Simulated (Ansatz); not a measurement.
**Optical response of Nb**

Aim: the dielectric function of Nb, and the optical constants that follow from it. The cell comes from an older database entry, whose edges can differ from later determinations, mostly by under a per cent.

Method: DFT, PBE, plane-wave PAW, default files, scalar-relativistic, independent-particle optical response without local fields, in Ansatz 0.2.0.

The database entry behind the starting cell differs from later determinations by our own check (about 0.8 % long, hydrogen-cycled sample), so it need not match the best structure at ambient conditions.

## 1. Starting point

Symmetry: Im-3m, No. 229, cubic system. Conventional cell: a = 3.328 Å, b = 3.328 Å, c = 3.328 Å, α = 90.00°, β = 90.00°, γ = 90.00°. Nearest to Nb lie 8 Nb at 2.88 Å.

Coordinates:

```cif
data_structure
_symmetry_space_group_name_H-M 'P 1'
_symmetry_Int_Tables_number 1
_cell_length_a 2.8820
_cell_length_b 2.8820
_cell_length_c 2.8820
_cell_angle_alpha 109.471
_cell_angle_beta 109.471
_cell_angle_gamma 109.471
_cell_volume 18.43
loop_
_atom_site_label
_atom_site_type_symbol
_atom_site_fract_x
_atom_site_fract_y
_atom_site_fract_z
_atom_site_occupancy
Nb1 Nb 0.00000 0.00000 0.00000 1
```

## 2. Ground state and bands

The self-consistent density comes first; it also tells whether there is a gap, which decides the occupations and the need for a Drude term.

This step: DFT, PBE, plane-wave PAW, default files, scalar-relativistic, ground state (Ansatz 0.2.0).

Contents of input.yaml:

```yaml
crystal:
  lattice:
    - [-1.66395, 1.66395, 1.66395]
    - [1.66395, -1.66395, 1.66395]
    - [1.66395, 1.66395, -1.66395]
  atoms:
    - { symbol: Nb, position: [0.0, 0.0, 0.0] }
kpoints:
  mp_grid: { grid: [9, 9, 9] }
  band_path:
    path:
      - [[0.0, 0.0, 0.0], [0.5, -0.5, 0.5], [0.0, 0.0, 0.5], [0.0, 0.0, 0.0], [0.25, 0.25, 0.25], [0.5, -0.5, 0.5]]
      - [[0.25, 0.25, 0.25], [0.0, 0.0, 0.5]]
    npoints: 10
scf:
  occupations: { method: fermi_dirac, width: 0.05 }
  n_extra_bands: 6
hamiltonian:
  xc: pbe
  pseudopotentials: { kind: paw }
output:
  forces: true
  stress: true
  populations: true
  write_bands: true
  write_density: true
  write_potential: true
  elf: true
  volumetric_format: npy
```

Launch:

```sh
$ ansatz run input.yaml --threads 4 --pin off --max-ram 8192MiB --backend cpu --events-out ev --progress --plain --runs-dir out
```

Numbers of over 12 decimals in the logs are rounded to 6 here.

The program printed:

```text
scf.n_extra_bands = 6 over 7 filled bands (N_el = 13.0): the run solves 13 bands
Engine: ansatz 0.2.0, aarch64-unknown-linux-gnu
Pseudopotentials: kind: paw
Pseudopotential: Nb, paw, valence charge 13, recommended cutoff 420 eV (normal), Nb.paw.azcp
Functional definition: PBE
  parameter kappa = 0.804
  parameter beta = 0.066725
  exchange = pbe_x(kappa = kappa, mu = beta*pi^2/3)
  correlation = pbe_c(beta = beta)
Crystal: 1 atoms, lattice volume = 18.428 Å³
Basis set: ecut = 420 eV, 369 PW (Γ), exchange–correlation on 40×40×40 points (8 copies of the dense FFT grid, shifted against one another)
Bands: 13, of which v1, the nominal top of the filled ones, is band 7 counted from 1 (6 counted from 0)
Symmetry: 48 space group operations
Space group: Im-3m (ITA 229), of the structure as read, at distance tolerance 2.6e-5 Å
k-points: 35 of 729
Non-local potential: Nb, projectors of the file, l = 0: 3, l = 1: 2, l = 2: 2, l = 3: 1
PAW form: soft (Blöchl's): semilocal exchange-correlation on the pseudo side does not see the compensation charge
PAW one-centre angular grid: Nb, 590 points (default); XC on 64 Gauss nodes
Initial density: superposition of atomic densities (neutral atoms: chi_scale 0, normalization atom), corrected by the library's trained network
Initial wavefunctions: pseudopotential atomic-orbital guess
Functional: x = pbe(κ = 0.804, μ = 0.219515), c = pbe(β = 0.066725)
SCF iter   1: F=—  HF=-4552.296327 eV  |F-HF|=—  |Δ(HF+E_count)|=         —  Δρ=3.38e-3  dr2=1.46e-3  ethr=1.77e-3  ⟨swp⟩=5.4  Hψ=2583  notcnv=0  defer=1
preconditioner: auto → none  [metal: Δε(μ)=0.087 eV  Ē_g=10.403 eV  σ=0.050 eV  W_gap=0.35  n_scr=0 (ndim 8)  ℏωp=19.3 eV  f_vac=0.000  D(μ)=1.53/eV (n_scr^D=18)]
SCF iter   2: F=—  HF=-4552.296031 eV  |F-HF|=—  |Δ(HF+E_count)|=   2.96e-4  Δρ=1.46e-3  dr2=1.92e-4  ethr=1.13e-5  ⟨swp⟩=2.1  Hψ=863  notcnv=0  defer=4
SCF iter   3: F=—  HF=-4552.296048 eV  |F-HF|=—  |Δ(HF+E_count)|=   1.73e-5  Δρ=3.55e-4  dr2=1.23e-5  ethr=1.48e-6  ⟨swp⟩=1.0  Hψ=406  notcnv=0  defer=4
SCF iter   4: F=—  HF=-4552.296048 eV  |F-HF|=—  |Δ(HF+E_count)|=   6.37e-7  Δρ=3.35e-5  dr2=6.03e-8  ethr=9.47e-8  ⟨swp⟩=1.3  Hψ=432  notcnv=0  defer=4
iter 5 did not close the SCF: its close was put off for the readings that it lacked (scf_convergence_deferred on its scf_iter line)
SCF iter   5: F=-4552.296048 eV  HF=-4552.296048 eV  |F-HF|=2.13e-9  |Δ(HF+E_count)|=   2.06e-8  Δρ=6.77e-6  dr2=4.56e-9  ethr=4.64e-10  ⟨swp⟩=2.7  Hψ=602  notcnv=0  defer=4
SCF iter   6: F=-4552.296048 eV  HF=-4552.296048 eV  |F-HF|=9.09e-13  |Δ(HF+E_count)|=   1.55e-9  Δρ=9.56e-7  dr2=6.56e-11  ethr=3.51e-11  ⟨swp⟩=7.5  Hψ=2242  notcnv=0
SCF 1 converged in 6 iterations: F = -4552.296048 eV  dr2 = 6.56e-11
  greatest PAW one-centre occupation: 0.998 electrons in one spin orbital (limit 2), on the Nb atom at site 0 (counted from 0), in its partial waves of l = 0
NSCF: frozen V_eff on 62 k-points
SCF converged after 6 iterations
Free energy (F): -4552.296048 eV
Harris-Foulkes:  -4552.296048 eV  (|F-HF|=9.09e-13)
Internal energy: -4552.283845 eV  (E = F + TS)
E sigma→0 (E₀):  -4552.289947 eV
Entropy (-TS):   -0.012203 eV (-12.203 meV/atom)
Fermi energy:    17.316680 eV
--- Per-component energies (eV) ---
  E_band       = -73.479851
  E_kinetic    = 394.325028
  E_local      = -706.841193  (includes V_loc(G=0)·N_el)
  E_nonlocal   = 119.832649
  E_hartree    = 219.796923
  E_xc         = -175.428613
  E_vxc        = -212.801140  (∫ρ·V_xc dr)
  E_paw        = -3073.366692  (= ΣΔE_a)
  E_vpaw       = -107.589195  (= ΣTr[D̂ρ^β])
  E_aug_tail   = 0.000006  (compensation charges beyond the density's cutoff)
  E_ewald      = -1330.601953
  E_smearing   = -0.012203  (= −TS)
  E_closure    = 0.000000  (closes the sum)
  Σ components = -4552.296048   (vs F -4552.296048, Δ=0.00e0)
--- Forces (eV/Å), atoms counted from 1 ---
  atom   1  Nb    -0.00000000     0.00000000    -0.00000000
  max |Σ_I F_I| component: 1.85e-32 eV/Å
--- Stress (GPa, compression-positive) ---
       -2.916615      -0.000000      -0.000000
       -0.000000      -2.916615      -0.000000
        0.000000       0.000000      -2.916615
  P = ⅓ Tr σ = -2.9166 GPa (-29.166 kbar)
--- Band table (eV; the first three rows and the last of 35) ---
  k-point 0: bands = [... 3 lower, -12.4099, 11.4439, 17.6841, 17.6841, 17.6841, 20.5183, 20.5183, 31.3854, ... 2 higher]
  k-point 1: bands = [... 3 lower, -12.4111, 11.9261, 17.3958, 17.5927, 18.1540, 20.1435, 20.5257, 31.7361, ... 2 higher]
  k-point 2: bands = [... 3 lower, -12.4143, 13.0752, 16.7524, 17.2497, 19.4897, 19.9530, 20.6187, 31.7610, ... 2 higher]
  k-point 34: bands = [... 3 lower, -13.2513, 13.8525, 13.9256, 21.9513, 21.9513, 22.5371, 25.5561, 27.2735, ... 2 higher]
--- Löwdin populations: 1 site ---
  site symbol       q [e]
     0     Nb     12.9537
  spilling = 0.003560 (of n_electrons = 13.000000)
```

The job ended after 0.42 s (4 threads of Arm Neoverse V1, shared host; peak memory 0.26 GiB; 1.1 s of CPU time).

Numbers from this step:

```
free energy         : -4552.2960 eV
Fermi energy        : 17.32 eV
electrons           : 13
symmetry operations : 48
pressure            : -2.917 GPa
volume              : 18.43 Å³
gap on the path     : 0 eV
```

There are states at the Fermi level within the smearing, so the occupations stay smeared and the carriers get a Drude term. The cell is left with a pressure of -2.9 GPa, as it stands unrelaxed at this level.

The electronic bands at the labelled points (eV, zero at the Fermi level; # counts the bands kept):

```
    point     #1     #2     #3    #4    #5     #6
        Γ  -5.87   0.37   0.37  0.37  3.20   3.20
  halfway  -2.50  -1.02   0.94  0.94  2.46   4.60
        H  -3.60  -3.60   5.45  5.45  5.45   8.87
  halfway  -2.67  -1.73   0.81  1.71  5.80   7.80
        N  -3.63  -1.60   2.18  3.22  3.88   6.19
  halfway  -3.96  -0.73  -0.10  2.62  2.70   3.35
        Γ  -5.87   0.37   0.37  0.37  3.20   3.20
  halfway  -2.99  -1.07  -1.07  3.24  3.24   4.51
        P  -1.08  -1.08  -1.08  4.01  4.01   9.20
  halfway  -1.55  -1.55  -1.23  3.70  3.70  10.22
        H  -3.60  -3.60   5.45  5.45  5.45   8.87
jump to P  -1.08  -1.08  -1.08  4.01  4.01   9.20
  halfway  -2.50  -1.63   0.58  3.58  3.95   8.41
        N  -3.63  -1.60   2.18  3.22  3.88   6.19
```

The electronic bands as a text plot (rows in eV, shown from -5.9 to 8.0 only):

```
    7.7 |                *                   *                *
    7.1 |         *       *
    6.6 |                                                      **
    6.0 |        *      *******             *
    5.4 |          *****   *   *                         **
    4.8 |     *** ** *                                  **
    4.2 |   **   *    *     *   *          *   ***    **   ***
    3.7 |  *      *          ****           ***   ****      *****
    3.1 |**     *      *    ****************            *      **
    2.5 |     ** *      *  *     ***
    1.9 |  * *          **  ***   *      *                     **
    1.4 |   *   *         *    *   *                   *
    0.8 |  * ***         * *    *   *  **                     *
    0.2 |*****            *       *******                    *
   -0.4 |                        ***     *            *     *
   -1.0 |     **          **     *        **  ********     *
   -1.5 |                *  *****           **** *   *     ******
   -2.1 |       *       *                   *     *** *      *
   -2.7 |     ** **    ****                            *      *
   -3.3 |    *    ** ***   **  **          *            **     *
   -3.8 |           *        **  *        *               *     *
   -4.4 |   *                     *      *
   -5.0 |  *                       *    *
   -5.6 |**                         ****
         Γ           H       N        Γ         P        H|P    N
```

Valence density in the ac plane of the conventional cell at fractional y = 0.000, with atoms of Nb within 0.2 Å of it. It is the smooth field of the valence electrons, not physical close to the nuclei.

Values in e/Å³, 14 rows by 14 columns, each cell a mean:
```
5.0 5.0 3.7 1.7 0.6 0.3 0.2 0.2 0.2 0.3 0.8 2.3 4.4 5.1
4.6 4.2 2.7 1.2 0.5 0.3 0.2 0.2 0.2 0.3 0.6 1.6 3.3 4.4
2.5 2.1 1.3 0.6 0.3 0.2 0.2 0.2 0.2 0.3 0.4 0.8 1.6 2.3
0.9 0.8 0.5 0.4 0.3 0.2 0.2 0.2 0.2 0.2 0.3 0.4 0.6 0.8
0.3 0.3 0.3 0.3 0.2 0.2 0.2 0.2 0.2 0.2 0.2 0.3 0.3 0.3
0.2 0.2 0.2 0.2 0.2 0.2 0.2 0.2 0.2 0.2 0.2 0.2 0.2 0.2
0.2 0.2 0.2 0.2 0.2 0.2 0.2 0.2 0.2 0.2 0.2 0.2 0.2 0.2
0.2 0.2 0.2 0.2 0.2 0.2 0.2 0.2 0.2 0.2 0.2 0.2 0.2 0.2
0.3 0.3 0.3 0.2 0.2 0.2 0.2 0.2 0.2 0.2 0.2 0.2 0.3 0.3
0.7 0.6 0.4 0.3 0.3 0.2 0.2 0.2 0.2 0.2 0.3 0.3 0.5 0.6
1.9 1.6 1.0 0.5 0.3 0.2 0.2 0.2 0.2 0.3 0.4 0.6 1.2 1.7
4.0 3.5 2.2 1.0 0.4 0.3 0.2 0.2 0.2 0.3 0.5 1.3 2.7 3.7
5.0 5.0 3.5 1.6 0.6 0.3 0.2 0.2 0.2 0.3 0.8 2.1 4.2 5.0
4.6 5.0 4.0 1.9 0.7 0.3 0.2 0.2 0.2 0.3 0.9 2.5 4.6 5.0
```

Electrostatic potential energy in the ac plane of the conventional cell at fractional y = 0.000, with atoms of Nb within 0.2 Å of it. With pseudopotentials it is smooth inside the atoms' cores, unlike the true potential.

Ten even steps from '0' (-67 eV) to '9' (19 eV), each cell a mean:
```
00258999997410
12468999998631
45689999998764
77899999999887
89999999999999
99999999999999
99999999999999
99999999999999
99999999999999
78899999999988
55789999999865
22578999998642
00258999997520
00257999987410
```

(Continued in part 2 of 2.)

[Logs are printed without paths, hosts, clocks, repeated set-up lines and the standing remarks that a program may print on its own settings, such as how far it seeks lower states.]

[Hosts, paths, dates, database ids (printed as entryN), source tags and the programs' standing remarks are cut or masked in the printed files.]
